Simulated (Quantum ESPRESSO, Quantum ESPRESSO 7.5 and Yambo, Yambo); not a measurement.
## A GW chain in Yambo: SnSe2 (1T monolayer)

Aim: the G0W0 gap of SnSe2 (1T monolayer) on PBE with spin-orbit coupling, step by step.

Main program and level: Quantum ESPRESSO 7.5 and Yambo 5.3.0; PBE and many-body steps on it, plane waves.

This is a report of a sequence of runs, with most program output left out.

### 1. Starting point

The cell holds 3 atoms: 1 Sn and 2 Se. Its edges and angles: a = 3.855 Å, b = 3.855 Å, c = 15.000 Å, α = 90.0°, β = 90.0°, γ = 120.0°. It derives from  ([{'formula': 'SnSe2', 'spacegroup': 164, 'source': 'prototype of the bulk crystal'}]). Vacuum lies along c.

Coordinates:

```cif
data_structure
_symmetry_space_group_name_H-M 'P 1'
_symmetry_Int_Tables_number 1
_cell_length_a 3.8546
_cell_length_b 3.8546
_cell_length_c 15.0000
_cell_angle_alpha 90.000
_cell_angle_beta 90.000
_cell_angle_gamma 120.000
_cell_volume 193.01
loop_
_atom_site_label
_atom_site_type_symbol
_atom_site_fract_x
_atom_site_fract_y
_atom_site_fract_z
_atom_site_occupancy
Sn1 Sn 0.00000 0.00000 0.50000 1
Se2 Se 0.33333 0.66667 0.60442 1
Se3 Se 0.66667 0.33333 0.39558 1
```

The start is a generated structure, not a measured one.

### 2. Relaxation

This step: Quantum ESPRESSO 7.5; DFT, PBE, plane waves, norm-conserving pseudopotentials.

Gaps follow bond lengths, so the structure is brought to rest first.

Contents of pw.in:

```
&control
  calculation = 'vc-relax'
  prefix = 'x'
  outdir = 'o'
  pseudo_dir = 'pseudo'
  forc_conv_thr = 4e-4
  nstep = 60
/
&system
  ibrav = 0
  nat = 3
  ntyp = 2
  ecutwfc = 98.89999999999999
  nbnd = 28
  force_symmorphic = .true.
  occupations = 'smearing'
  smearing = 'fd'
  degauss = 0.002
/
&electrons
  conv_thr = 1e-9
  electron_maxstep = 80
  mixing_beta = 0.5
/
&ions
/
&cell
  press_conv_thr = 0.3
  cell_dofree = '2Dxy'
/
ATOMIC_SPECIES
  Sn 118.71 Sn.upf
  Se 78.971 Se.upf
CELL_PARAMETERS angstrom
  3.8545658600 0.0000000000 0.0000000000
  -1.9272829300 3.3381519553 0.0000000000
  0.0000000000 0.0000000000 15.0000000000
ATOMIC_POSITIONS crystal
  Sn 0.0000000000 0.0000000000 0.5000000000
  Se 0.3333333333 0.6666666667 0.6044171127
  Se 0.6666666667 0.3333333333 0.3955828873
K_POINTS automatic
  6 6 1 0 0 0
```

Started as:

```sh
> OMP_NUM_THREADS=1 mpirun -n 8 pw.x -nk 8 -in pw.in > pw.out
```

It took 60 s on 8 MPI ranks of Arm Neoverse V2, shared host; peak memory 1.5 GiB; 7.9 min of CPU time.

The steps of the relaxation:

```csv
step,energy less that of the first step (eV),largest force (eV/Å),volume (Å³)
1,0.0000,0.3276,193.01
2,-0.0053,0.2491,193.42
3,-0.0096,0.1642,193.89
4,-0.0128,0.0397,194.60
5,-0.0131,0.0044,194.89
6,-0.0131,0.0046,194.89
```

```csv
cell as run,before,after,change
a (Å),3.855,3.873,+0.5 %
b (Å),3.855,3.873,+0.5 %
```

The atoms that moved most (Å, along periodic axes as changes of fractional coordinates times the final cell, across vacuum about the mean position):

```csv
atom,dx,dy,dz,length
Se3,0.000,0.000,-0.029,0.029
Se2,0.000,0.000,0.029,0.029
```

Final coordinates:

```cif
data_structure
_symmetry_space_group_name_H-M 'P 1'
_symmetry_Int_Tables_number 1
_cell_length_a 3.8733
_cell_length_b 3.8733
_cell_length_c 15.0000
_cell_angle_alpha 90.000
_cell_angle_beta 90.000
_cell_angle_gamma 120.000
_cell_volume 194.89
loop_
_atom_site_label
_atom_site_type_symbol
_atom_site_fract_x
_atom_site_fract_y
_atom_site_fract_z
_atom_site_occupancy
Sn1 Sn 0.00000 0.00000 0.50000 1
Se2 Se 0.33333 0.66667 0.60637 1
Se3 Se 0.66667 0.33333 0.39363 1
```

### 3. Ground state

The ground-state density comes first.

This step: DFT, PBE with spin-orbit coupling, plane waves, norm-conserving pseudopotentials.

Contents of pw.in:

```
&control
  calculation = 'scf'
  prefix = 'x'
  outdir = 'o'
  pseudo_dir = 'pseudo'
  tprnfor = .true.
  tstress = .true.
/
&system
  ibrav = 0
  nat = 3
  ntyp = 2
  ecutwfc = 104.0
  nbnd = 80
  force_symmorphic = .true.
  noncolin = .true.
  lspinorb = .true.
/
&electrons
  conv_thr = 1e-10
  electron_maxstep = 80
  mixing_beta = 0.5
/
ATOMIC_SPECIES
  Sn 118.71 Sn.upf
  Se 78.971 Se.upf
CELL_PARAMETERS angstrom
  3.8732937303 -0.0000000001 0.0000000000
  -1.9366468651 3.3543707668 0.0000000000
  0.0000000000 0.0000000000 15.0000000000
ATOMIC_POSITIONS crystal
  Sn 0.0000000000 0.0000000000 0.5000000000
  Se 0.3333333333 0.6666666667 0.6063661892
  Se 0.6666666667 0.3333333333 0.3936338108
K_POINTS automatic
  9 9 1 0 0 0
```

Run time: 3 min. Hardware: 8 MPI ranks; peak memory 4.9 GiB.

This step gave:

| Quantity | Value |
| --- | --- |
| total energy | -24436.1925 eV |
| gap | 0.8095 eV |
| k of the valence top | 0, 0, 0 |
| k of the conduction bottom | 0, 0.4444, 0 |
| least direct gap | 1.122 eV |
| pressure | 0.067 GPa |

The gap is indirect, with the least direct gap 0.31 eV higher.

With these pseudopotential files and this cutoff the stress is not reliable, so the pressure is no result.

### 4. Bands along the symmetry lines

The cheap functional maps the bands first; the places of the edges decide which points the dearer methods must see.

Contents of pw.in:

```
&control
  calculation = 'bands'
  prefix = 'x'
  outdir = 'o'
  pseudo_dir = 'pseudo'
/
&system
  ibrav = 0
  nat = 3
  ntyp = 2
  ecutwfc = 104.0
  nbnd = 82
  force_symmorphic = .true.
  noncolin = .true.
  lspinorb = .true.
/
&electrons
  conv_thr = 1e-9
  electron_maxstep = 80
  diago_full_acc = .true.
  diago_thr_init = 5e-6
/
ATOMIC_SPECIES
  Sn 118.71 Sn.upf
  Se 78.971 Se.upf
CELL_PARAMETERS angstrom
  3.8732937303 -0.0000000001 0.0000000000
  -1.9366468651 3.3543707668 0.0000000000
  0.0000000000 0.0000000000 15.0000000000
ATOMIC_POSITIONS crystal
  Sn 0.0000000000 0.0000000000 0.5000000000
  Se 0.3333333333 0.6666666667 0.6063661892
  Se 0.6666666667 0.3333333333 0.3936338108
K_POINTS crystal
  25
  0.00000000 0.00000000 0.00000000 1
  0.06250000 0.00000000 0.00000000 1
  0.12500000 0.00000000 0.00000000 1
  0.18750000 0.00000000 0.00000000 1
  0.25000000 0.00000000 0.00000000 1
  0.31250000 0.00000000 0.00000000 1
  0.37500000 0.00000000 0.00000000 1
  0.43750000 0.00000000 0.00000000 1
  0.50000000 0.00000000 0.00000000 1
  0.47916667 0.04166667 0.00000000 1
  0.45833333 0.08333333 0.00000000 1
  0.43750000 0.12500000 0.00000000 1
  0.41666666 0.16666666 0.00000000 1
  0.39583333 0.20833333 0.00000000 1
  0.37500000 0.25000000 0.00000000 1
  0.35416666 0.29166666 0.00000000 1
  0.33333333 0.33333333 0.00000000 1
  0.29166666 0.29166666 0.00000000 1
  0.25000000 0.25000000 0.00000000 1
  0.20833333 0.20833333 0.00000000 1
  0.16666666 0.16666666 0.00000000 1
  0.12500000 0.12500000 0.00000000 1
  0.08333333 0.08333333 0.00000000 1
  0.04166667 0.04166667 0.00000000 1
  0.00000000 0.00000000 0.00000000 1
```

Run time: 76 s. Hardware: 8 MPI ranks; peak memory 3.8 GiB.

This step gave:

```
gap                        : 0.7542 eV
k of the valence top       : 0, 0, 0
k of the conduction bottom : 0.5, 0, 0
least direct gap           : 1.080 eV
```

The gap is 0.754 eV, −0.055 eV from the run before at this level.

Electronic bands along the path, in eV, zero at the top of the highest filled band:

```csv
point,band 67,band 68,band 69,band 70,band 71,band 72,band 73,band 74
Γ,-0.28,-0.28,0.00,0.00,1.46,1.46,2.96,2.96
halfway,-0.81,-0.81,-0.12,-0.12,1.75,1.75,3.97,3.97
M,-0.75,-0.75,-0.33,-0.33,0.75,0.75,4.02,4.02
halfway,-0.88,-0.88,-0.64,-0.64,1.49,1.49,4.96,4.96
K,-0.86,-0.86,-0.79,-0.79,1.76,1.76,5.12,5.12
halfway,-0.92,-0.92,-0.46,-0.46,2.06,2.06,4.54,4.54
Γ,-0.28,-0.28,0.00,0.00,1.46,1.46,2.96,2.96
```

### 5. Empty states on the mesh, 6×6×1 mesh, 196 bands

The sums over transitions need many empty states on a uniform mesh; this step solves for them.

Contents of pw.in:

```
&control
  calculation = 'nscf'
  prefix = 'x'
  outdir = 'o'
  pseudo_dir = 'pseudo'
/
&system
  ibrav = 0
  nat = 3
  ntyp = 2
  ecutwfc = 104.0
  nbnd = 196
  force_symmorphic = .true.
  noncolin = .true.
  lspinorb = .true.
/
&electrons
  conv_thr = 1e-9
  electron_maxstep = 80
  diago_full_acc = .true.
  diago_thr_init = 5e-6
/
ATOMIC_SPECIES
  Sn 118.71 Sn.upf
  Se 78.971 Se.upf
CELL_PARAMETERS angstrom
  3.8732937303 -0.0000000001 0.0000000000
  -1.9366468651 3.3543707668 0.0000000000
  0.0000000000 0.0000000000 15.0000000000
ATOMIC_POSITIONS crystal
  Sn 0.0000000000 0.0000000000 0.5000000000
  Se 0.3333333333 0.6666666667 0.6063661892
  Se 0.6666666667 0.3333333333 0.3936338108
K_POINTS automatic
  6 6 1 0 0 0
```

Started as:

```sh
> OMP_NUM_THREADS=1 mpirun -n 8 pw.x -nk 4 -in pw.in > pw.out
```

Wall time 1.7 min (8 MPI ranks); peak memory 3.7 GiB; 14 min of CPU time.

This step gave:

```yaml
gap: 0.7542 eV
k_of_the_valence_top: 0, 0, 0
k_of_the_conduction_bottom: 0, -0.5, 0
least_direct_gap: 1.080 eV
k_points_computed: 7
lowest_point_of_the_top_converged_band_above_the_valence_top: 27.20 eV
```

On this mesh the gap is 0.754 eV.

### 6. Conversion and set-up

This step: Yambo 5.3.0; conversion and set-up on PBE with spin-orbit coupling, plane waves, norm-conserving pseudopotentials.

The states are converted to the many-body program's format and the q mesh is built.

Started as:

```sh
> (cd o/x.save; p2y > p2y.log; mv SAVE ../..); yambo > setup.log
```

Run time: 4.8 s. Hardware: 1 MPI rank; peak memory 0.27 GiB.

### 7. Screening and self-energy, 6×6×1 mesh, 196 bands, screening to 74.8 eV

G0W0 replaces the xc potential by the self-energy, built once from these orbitals. Only a window of levels is corrected, while the sums run over the empty bands that the input names.

This step: G0W0 on PBE with spin-orbit coupling, plane waves, norm-conserving pseudopotentials.

Contents of gw3.in:

```
HF_and_locXC
gw0
dyson
ppa
em1d
rim_cut
rim_w
RandQpts= 3000000
RandGvec= 100 RL
CUTGeo= "slab z"
RandGvecW= 9 RL
EXXRLvcs= 104 Ry
VXCRLvcs= 416 Ry
Chimod= "HARTREE"
% BndsRnXp
 1 | 196 |
%
NGsBlkXp= 5.5 Ry
% LongDrXp
 1 | 1 | 0 |
%
% GbndRnge
 1 | 196 |
%
DysSolver= "n"
ExtendOut
PPAPntXp= 27.21138 eV
% QPkrange
 1 | 1 | 67 | 74 |
 4 | 4 | 67 | 74 |
%
```

Started as:

```sh
> OMP_NUM_THREADS=4 mpirun -n 2 yambo -F gw3.in -J gw3 -C gw3 > gw3.log
```

Wall time 15 min (2 MPI ranks); peak memory 9.4 GiB.

Numbers from this step:

```yaml
g0w0_gap_on_the_points_computed: 1.815 eV
starting_gap_on_the_mesh: 0.7542 eV
k_of_the_valence_top: 0, 0, 0
k_of_the_conduction_bottom: 0, -0.5, 0
least_direct_g0w0_gap_on_the_computed_points: 2.232 eV
z_at_the_valence_top: 0.7493
z_at_the_conduction_bottom: 0.7637
```

The gap on the mesh goes from 0.75 eV to 1.81 eV, a correction of +1.06 eV. The start differs from the 0.81 eV found before because the two sample other k points.

Limits: finite bands, cutoff and mesh. v1 is the top filled band, c1 the lowest empty one. Levels before and after the correction, in eV, zero at the valence-band top of each column:

```csv
,conduction bottom,valence top
Kohn-Sham,0.75,0.00
G0W0,1.81,0.00
```

```csv
,level,energy (eV)
Kohn-Sham,Γ v3,-0.279
Kohn-Sham,Γ v2-v1,0.000
Kohn-Sham,Γ c1-c2,1.455
Kohn-Sham,Γ c3,2.960
Kohn-Sham,(0 -0.5 0) v3,-0.751
Kohn-Sham,(0 -0.5 0) v2-v1,-0.325
Kohn-Sham,(0 -0.5 0) c1-c2,0.754
Kohn-Sham,(0 -0.5 0) c3,4.021
G0W0,Γ v3,-0.278
G0W0,Γ v2-v1,0.000
G0W0,Γ c1-c2,2.544
G0W0,Γ c3,3.901
G0W0,(0 -0.5 0) v3,-0.943
G0W0,(0 -0.5 0) v2-v1,-0.417
G0W0,(0 -0.5 0) c1-c2,1.815
G0W0,(0 -0.5 0) c3,5.025
```

### 8. Where the time went

Times are wall times on the hardware named with each run, good to a factor of about two.

```csv
step,time,share,memory (GiB)
relaxation,60 s,4 %,1.5
ground state,3 min,13 %,4.9
bands along the symmetry lines,76 s,6 %,3.8
empty states on the mesh,1.7 min,8 %,3.7
conversion and set-up,4.8 s,0 %,0.27
screening and self-energy,15 min,68 %,9.4
```

### 9. Results

| Property | Result |
| --- | --- |
| PBE gap | 0.75 eV, indirect |
| G0W0 gap on the mesh | 1.81 eV |
| GW settings | 6×6×1 mesh, 196 bands, screening to 74.8 eV, Godby-Needs plasmon pole |
| known limits | not at the basis limit |

What this shows: G0W0 moves the gap on the mesh from 0.75 eV to 1.81 eV (+1.06 eV), with Z of 0.75 and 0.76 at the edges. Only 2 of the mesh's irreducible points were corrected, so a valley elsewhere could overtake. The dearest step here is «screening and self-energy». Bands and cutoff are finite, so the gap is not at the basis limit. The miss can reach some tenths of an eV and take either sign; the mesh is an error of its own. In the G0W0 run levels were corrected at 2 k points alone, so a gap called «on the mesh» is the least over those, and an edge elsewhere would be missed.

[Paths, hosts, dates, memory and timing lines, banners, echoed tables and standing remarks are left out of the program output.]

[Logs are printed without paths, hosts, clocks, repeated set-up lines and the standing remarks that a program may print on its own settings, such as how far it seeks lower states.]

[Runs of the session that timed out or met a known fault of the program may be left out.]

[Hosts, paths, dates, database ids (printed as entryN), source tags and the programs' standing remarks are cut or masked in the printed files.]
